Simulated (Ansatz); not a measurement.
# Grüneisen parameters and expansion of SrBe (hypothetical, Pm-3m)

Which modes of SrBe (hypothetical) drive its thermal expansion? The crystal structure is hypothetical: it was made by swapping elements on a known structure type.

Program: Ansatz 0.2.0. Level of theory: DFT PBEsol, scalar-relativistic, plane waves, PAW. Results are calculated unless marked as measured.

## (1) Starting point

The structure is cubic, space group Pm-3m (No. 221). Conventional cell: a = 3.690 Å, b = 3.690 Å, c = 3.690 Å, α = 90.00°, β = 90.00°, γ = 90.00°. Sr has 8 Be at 3.20 Å nearest. Nearest to Be lie 8 Sr at 3.20 Å. Farther neighbours are not listed.

Coordinates:

```cif
data_structure
_symmetry_space_group_name_H-M 'P 1'
_symmetry_Int_Tables_number 1
_cell_length_a 3.6896
_cell_length_b 3.6896
_cell_length_c 3.6896
_cell_angle_alpha 90.000
_cell_angle_beta 90.000
_cell_angle_gamma 90.000
_cell_volume 50.23
loop_
_atom_site_label
_atom_site_type_symbol
_atom_site_fract_x
_atom_site_fract_y
_atom_site_fract_z
_atom_site_occupancy
Sr1 Sr 0.50000 0.50000 0.50000 1
Be2 Be 0.00000 0.00000 0.00000 1
```

## (2) Probe on a coarse mesh

Before spending time, one coarse run tells the gap and the pressure of the starting cell.

input.yaml reads:

```yaml
crystal:
  lattice:
    - [3.68962, 0.0, 0.0]
    - [0.0, 3.68962, 0.0]
    - [0.0, 0.0, 3.68962]
  atoms:
    - { symbol: Sr, position: [0.5, 0.5, 0.5] }
    - { symbol: Be, position: [0.0, 0.0, 0.0] }
kpoints:
  mp_grid: { grid: [6, 6, 6] }
hamiltonian:
  xc: pbesol
scf:
  occupations: { method: gaussian, width: 0.1 }
output:
  forces: true
  stress: true
  eigenvalues: true
```

Run with:

```bash
$ ansatz run input.yaml --threads 4 --pin off --max-ram 8192MiB --backend cpu --events-out ev --progress --plain --runs-dir out
```

Numbers of over 12 decimals in the logs are rounded to 6 here.

Log:

```text
Engine: ansatz 0.2.0, aarch64-unknown-linux-gnu
Pseudopotentials: kind: paw
Pseudopotential: Sr, paw, valence charge 10, recommended cutoff 420 eV (normal), Sr.paw.azcp
Pseudopotential: Be, paw, valence charge 2, recommended cutoff 420 eV (normal), Be.paw.azcp
Functional definition: PBEsol
  exchange = pbesol_x
  correlation = pbesol_c
Crystal: 2 atoms, lattice volume = 50.228 Å³
Basis set: ecut = 420 eV, 1021 PW (Γ), exchange–correlation on 50×50×50 points (8 copies of the dense FFT grid, shifted against one another)
Bands: 10, of which v1, the nominal top of the filled ones, is band 6 counted from 1 (5 counted from 0)
Symmetry: 48 space group operations
Space group: Pm-3m (ITA 221), of the structure as read, at distance tolerance 3.7e-5 Å
k-points: 20 of 216
Non-local potential: Sr, projectors of the file, l = 0: 3, l = 1: 2, l = 2: 2
Non-local potential: Be, projectors of the file, l = 0: 2, l = 1: 2, l = 2: 1
PAW form: soft (Blöchl's): semilocal exchange-correlation on the pseudo side does not see the compensation charge
PAW frozen core: Sr, regenerated for the run's functional, and the local potential with it (the file was generated under x = pbe(κ = 0.804, μ = 0.219515), c = pbe(β = 0.066725))
PAW frozen core: Be, regenerated for the run's functional, and the local potential with it (the file was generated under x = pbe(κ = 0.804, μ = 0.219515), c = pbe(β = 0.066725))
PAW one-centre angular grid: Sr, 110 points (default); XC on 64 Gauss nodes
PAW one-centre angular grid: Be, 110 points (default); XC on 64 Gauss nodes
Initial density: superposition of atomic densities (neutral atoms: chi_scale 0, normalization atom), corrected by the library's trained network
Initial wavefunctions: pseudopotential atomic-orbital guess
Functional: x = pbesol(κ = 0.804, μ = 0.123457), c = pbesol(β = 0.046)
SCF iter   1: F=—  HF=-3581.496835 eV  |F-HF|=—  |Δ(HF+E_count)|=         —  Δρ=2.02e-3  dr2=2.53e-3  ethr=1.77e-3  ⟨swp⟩=6.5  Hψ=1584  notcnv=0
preconditioner: auto → none  [insulator: Δε(μ)=0.301 eV  Ē_g=4.634 eV  σ=0.100 eV  W_gap=0.81  n_scr=6 (ndim 8)  ℏωp=10.5 eV  f_vac=0.000  D(μ)=0.65/eV (n_scr^D=0)  ε∞_Penn≈6.1]
SCF iter   2: F=—  HF=-3581.496650 eV  |F-HF|=—  |Δ(HF+E_count)|=   1.85e-4  Δρ=9.05e-4  dr2=3.37e-4  ethr=2.11e-5  ⟨swp⟩=2.4  Hψ=452  notcnv=0
SCF iter   3: F=—  HF=-3581.496660 eV  |F-HF|=—  |Δ(HF+E_count)|=   9.55e-6  Δρ=2.20e-4  dr2=1.51e-5  ethr=2.81e-6  ⟨swp⟩=2.5  Hψ=325  notcnv=0
SCF iter   4: F=—  HF=-3581.496716 eV  |F-HF|=—  |Δ(HF+E_count)|=   5.69e-5  Δρ=7.60e-5  dr2=1.09e-6  ethr=1.25e-7  ⟨swp⟩=2.7  Hψ=304  notcnv=0
iter 5 did not close the SCF: its close was put off for the readings that it lacked (scf_convergence_deferred on its scf_iter line)
SCF iter   5: F=-3581.496717 eV  HF=-3581.496717 eV  |F-HF|=2.99e-8  |Δ(HF+E_count)|=   5.47e-7  Δρ=1.06e-5  dr2=4.30e-8  ethr=9.06e-9  ⟨swp⟩=2.4  Hψ=317  notcnv=0
SCF iter   6: F=-3581.496717 eV  HF=-3581.496717 eV  |F-HF|=1.44e-9  |Δ(HF+E_count)|=   1.70e-8  Δρ=2.64e-6  dr2=2.26e-9  ethr=3.58e-10  ⟨swp⟩=4.3  Hψ=946  notcnv=0
SCF 1 converged in 6 iterations: F = -3581.496717 eV  dr2 = 2.26e-9
  greatest PAW one-centre occupation: 0.988 electrons in one spin orbital (limit 2), on the Sr atom at site 0 (counted from 0), in its partial waves of l = 0
SCF converged after 6 iterations
Free energy (F): -3581.496717 eV
Harris-Foulkes:  -3581.496717 eV  (|F-HF|=1.44e-9)
Internal energy: -3581.493445 eV  (E = F + TS)
E sigma→0 (E₀):  -3581.495081 eV
Entropy (-TS):   -0.003272 eV (-1.636 meV/atom)
Fermi energy:    6.339271 eV
--- Per-component energies (eV) ---
  E_band       = -102.170007
  E_kinetic    = 260.469553
  E_local      = -694.954820  (includes V_loc(G=0)·N_el)
  E_nonlocal   = 209.010173
  E_hartree    = 172.586902
  E_xc         = -188.639561
  E_vxc        = -178.958511  (∫ρ·V_xc dr)
  E_paw        = -2701.705636  (= ΣΔE_a)
  E_vpaw       = -42.911146  (= ΣTr[D̂ρ^β])
  E_aug_tail   = -0.000002  (compensation charges beyond the density's cutoff)
  E_ewald      = -638.403933
  E_core_change = 0.143879  (= ΣΔE_core)
  E_smearing   = -0.003272  (= −TS)
  E_closure    = 0.000000  (closes the sum)
  Σ components = -3581.496717   (vs F -3581.496717, Δ=0.00e0)
--- Forces (eV/Å), atoms counted from 1 ---
  atom   1  Sr    -0.00000000     0.00000000     0.00000000
  atom   2  Be    -0.00000000     0.00000000    -0.00000000
  max |Σ_I F_I| component: 1.37e-30 eV/Å
--- Stress (GPa, compression-positive) ---
        0.242827       0.000000       0.000000
        0.000000       0.242827       0.000000
        0.000000       0.000000       0.242827
  P = ⅓ Tr σ = 0.2428 GPa (2.428 kbar)
--- Band table (eV; the first three rows and the last of 20) ---
  k-point 0: bands = ["-28.5325", "-10.4149", "-10.4149", "-10.4149", "1.2257", "7.7698", "7.7698", "10.0200", "10.0200", "10.0200"]
  k-point 1: bands = ["-28.5241", "-10.5422", "-10.4030", "-10.4030", "1.5950", "7.1940", "7.9624", "9.5938", "9.5938", "10.3722"]
  k-point 2: bands = ["-28.5071", "-10.7849", "-10.3790", "-10.3790", "2.5837", "5.6642", "8.4319", "8.9365", "8.9365", "12.0315"]
  k-point 19: bands = ["-28.4340", "-10.7448", "-10.7448", "-10.7448", "5.3752", "5.3752", "5.3752", "6.8103", "12.3630", "12.3630"]
```

It took 0.34 s on 4 threads of Arm Neoverse V2, shared host; peak memory 0.27 GiB.

Numbers from this step:

```
pressure          : 0.2428 GPa
volume per atom   : 25.11 Å³
gap on the k-mesh : 0 eV
```

The start is under 0.24 GPa at this level and looks like a metal on this mesh.

## (3) Relaxation

Phonons are second derivatives about a minimum, so cell and atoms are relaxed first, inside the symmetry of the start.

input.yaml, the sections that differ from step 2:

```yaml
kpoints:
  mp_grid: { grid: [12, 12, 12] }
relax:
  adjacent_minimum: "off"
  f_tol: 0.005
  max_steps: 80
  cell: { stress_tol: 0.05 }
# crystal, hamiltonian, scf, output: as in step 2
```

Log:

```text
[...]
Crystal: 2 atoms, lattice volume = 50.228 Å³
Basis set: ecut = 420 eV, 1021 PW (Γ), exchange–correlation on 50×50×50 points (8 copies of the dense FFT grid, shifted against one another)
Bands: 10, of which v1, the nominal top of the filled ones, is band 6 counted from 1 (5 counted from 0)
Symmetry: 48 space group operations
[...]
k-points: 84 of 1728
[...]
SCF iter   1: F=—  HF=-3581.488223 eV  |F-HF|=—  |Δ(HF+E_count)|=         —  Δρ=1.79e-3  dr2=1.60e-3  ethr=1.77e-3  ⟨swp⟩=6.4  Hψ=6758  notcnv=0
[...]
SCF iter   6: F=-3581.488349 eV  HF=-3581.488349 eV  |F-HF|=6.72e-9  |Δ(HF+E_count)|=   9.70e-9  Δρ=6.46e-6  dr2=1.12e-8  ethr=8.33e-10  ⟨swp⟩=7.0  Hψ=4386  notcnv=0
SCF 1 converged in 6 iterations: F = -3581.488349 eV  dr2 = 1.12e-8
[...]
relax step   1: F+E_penalty+E_count = -3581.48834862 eV  Δ(F+E_penalty+E_count) = +0.000e0 eV  max|allowed force component| = 2.892e-30 eV/Å  Δτ_max = 0.0000 Å  P = +0.237 GPa  Ω = 50.228 Å³  (6 SCF iters, dr2 threshold 1.00e-7 eV, accepted)
Crystal: 2 atoms, lattice volume = 50.668 Å³
[...]
iter 1 solved again at ethr=1.59e-7 eV; its pass at ethr=3.10e-3 eV (dr2=1.90e-5 eV) is discarded
[...]
SCF iter   3: F=-3581.488597 eV  HF=-3581.488597 eV  |F-HF|=8.44e-8  |Δ(HF+E_count)|=   3.38e-7  Δρ=1.92e-5  dr2=1.15e-7  ethr=1.17e-9  ⟨swp⟩=6.9  Hψ=4508  notcnv=0
SCF 2 converged in 3 iterations: F = -3581.488597 eV  dr2 = 1.15e-7
relax step   2: F+E_penalty+E_count = -3581.48859721 eV  Δ(F+E_penalty+E_count) = -2.486e-4 eV  max|allowed force component| = 1.182e-30 eV/Å  Δτ_max = 0.0000 Å  P = -0.041 GPa  Ω = 50.668 Å³  energy of the carried Pulay correction = -1.903e-5 eV  (3 SCF iters, dr2 threshold 1.40e-7 eV, accepted)
[...]
SCF iter   4: F=-3581.488617 eV  HF=-3581.488617 eV  |F-HF|=9.09e-13  |Δ(HF+E_count)|=  8.28e-11  Δρ=1.88e-7  dr2=7.79e-12  ethr=1.00e-12  ⟨swp⟩=9.2  Hψ=5284  notcnv=0
SCF 3 converged in 4 iterations: F = -3581.488617 eV  dr2 = 7.79e-12
relax step   3: F+E_penalty+E_count = -3581.48861707 eV  Δ(F+E_penalty+E_count) = -1.987e-5 eV  max|allowed force component| = 1.046e-30 eV/Å  Δτ_max = 0.0000 Å  P = -0.040 GPa  Ω = 50.668 Å³  stress off target by 4.01e-2 GPa  SCF on the basis re-selected at this cell (its energy is not comparable with the rows above)  (4 SCF iters)
basis re-selected at this cell: Δ(F+E_penalty+E_count) = -1.987e-5 eV, ΔP = +0.001 GPa vs the last step (what re-selecting the basis moved, of the pressure what is left beyond the Pulay correction that the steps carried, after the strain that the cell walked since its last selection, with what the two solves' SCF thresholds leave and, on support functions, any second-order correction that the steps lacked; it is no m [...]
SCF converged after 4 iterations
Free energy (F): -3581.488617 eV
[...]
Internal energy: -3581.484413 eV  (E = F + TS)
E sigma→0 (E₀):  -3581.486515 eV
Entropy (-TS):   -0.004204 eV (-2.102 meV/atom)
Fermi energy:    6.410224 eV
[...]
--- Stress (GPa, compression-positive) ---
       -0.040057       0.000000      -0.000000
        0.000000      -0.040057       0.000000
       -0.000000       0.000000      -0.040057
  P = ⅓ Tr σ = -0.0401 GPa (-0.401 kbar)
--- Band table (eV; the first three rows and the last of 84) ---
[...]
--- Relaxed structure (2 steps of the walk, 2 accepted, 1 SCFs on fresh bases) ---
  F+E_penalty+E_count = -3581.48861707 eV   max|allowed force component| = 1.046e-30 eV/Å   (the final SCF, on the basis selected at the relaxed cell)
  cell:  # Å, volume = 50.6682 Å³
    - [3.700370, 0.0, 0]
    - [0.0, 3.700370, 0.0]
    - [0, 0.0, 3.700370]
  atoms:
    - { symbol: Sr, position: [0.5, 0.5, 0.5] }
    - { symbol: Be, position: [0, 0, 0] }
```

Elapsed: 2.3 s, on 4 threads; peak memory 0.35 GiB; 8.3 s of CPU time.

The steps of the relaxation:

```tsv
step	energy less that of the first step (eV)	largest force component (eV/Å)	pressure (GPa)	volume (Å³)
1	0.0000	0.0000	0.24	50.23
2	-0.0002	0.0000	-0.04	50.67
3*	-0.0003	0.0000	-0.04	50.67
```

Relaxation steps marked * repeat the geometry before them on a plane-wave basis chosen anew for their cell, so energy and pressure can jump there.

The run keeps the 48 symmetry operations that it works with, so distortions that break them were not tested.

```tsv
conventional cell, symmetrised	before	after	change
a (Å)	3.690	3.700	+0.3 %
b (Å)	3.690	3.700	+0.3 %
c (Å)	3.690	3.700	+0.3 %
volume (Å³/atom)	25.11	25.33	+0.9 %
```

The relaxed structure:

```cif
data_structure
_symmetry_space_group_name_H-M 'P 1'
_symmetry_Int_Tables_number 1
_cell_length_a 3.7004
_cell_length_b 3.7004
_cell_length_c 3.7004
_cell_angle_alpha 90.000
_cell_angle_beta 90.000
_cell_angle_gamma 90.000
_cell_volume 50.67
loop_
_atom_site_label
_atom_site_type_symbol
_atom_site_fract_x
_atom_site_fract_y
_atom_site_fract_z
_atom_site_occupancy
Sr1 Sr 0.50000 0.50000 0.50000 1
Be2 Be 0.00000 0.00000 0.00000 1
```

Numbers from this step:

| Item | Value |
| --- | --- |
| pressure | -0.04006 GPa |
| volume per atom | 25.33 Å³ |

The cell grew by 0.9 % in volume.

## (4) Tight relaxation

The thresholds are tightened for a last relaxation ahead of the phonons, and where mesh or smearing change with them the cell follows.

input.yaml, the sections that differ from step 3:

```yaml
crystal:
  lattice:
    - [3.7003699115, 0.0, 0.0]
    - [0.0, 3.7003699115, 0.0]
    - [0.0, 0.0, 3.7003699115]
  atoms:
    - { symbol: Sr, position: [0.5, 0.5, 0.5] }
    - { symbol: Be, position: [0.0, 0.0, 0.0] }
scf:
  occupations: { method: methfessel_paxton, width: 0.15 }
relax:
  adjacent_minimum: "off"
  f_tol: 0.001
  max_steps: 60
  cell: { stress_tol: 0.01 }
# kpoints, hamiltonian, output: as in step 3
```

Log:

```text
[...]
Crystal: 2 atoms, lattice volume = 50.668 Å³
Basis set: ecut = 420 eV, 1021 PW (Γ), exchange–correlation on 50×50×50 points (8 copies of the dense FFT grid, shifted against one another)
Bands: 10, of which v1, the nominal top of the filled ones, is band 6 counted from 1 (5 counted from 0)
Symmetry: 48 space group operations
[...]
k-points: 84 of 1728
[...]
0.000000       0.000000       0.009341
  P = ⅓ Tr σ = 0.0093 GPa (0.093 kbar)
--- Band table (eV; the first three rows and the last of 84) ---
[...]
--- Relaxed structure (2 steps of the walk, 2 accepted, 1 SCFs on fresh bases) ---
[...]
cell:  # Å, volume = 50.5595 Å³
    - [3.697723, 0, 0]
    - [0, 3.697723, 0]
    - [0, 0, 3.697723]
  atoms:
    - { symbol: Sr, position: [0.500000, 0.500000, 0.500000] }
    - { symbol: Be, position: [0, 0, 0] }
[key lines of the parts left out:]
SCF converged after 6 iterations
Free energy (F): -3581.485385 eV
Fermi energy:    6.432812 eV
```

Run time: 2.4 s. Hardware: 4 threads; peak memory 0.35 GiB.

Little changed from the start: no atom moved by 0.005 Å and no cell edge by 0.1 %.

This step gave:

```yaml
pressure: 0.009341 GPa
volume_per_atom: 25.28 Å³
```

The residual pressure is 0.0093 GPa, small enough for phonons.

[end of part 1 of 4]

[Logs are printed without paths, hosts, clocks, repeated set-up lines and the standing remarks that a program may print on its own settings, such as how far it seeks lower states.]

[Hosts, paths, dates, database ids (printed as entryN), source tags and the programs' standing remarks are cut or masked in the printed files.]

[A step with changed settings may run another functional than the one named; its input shows which.]


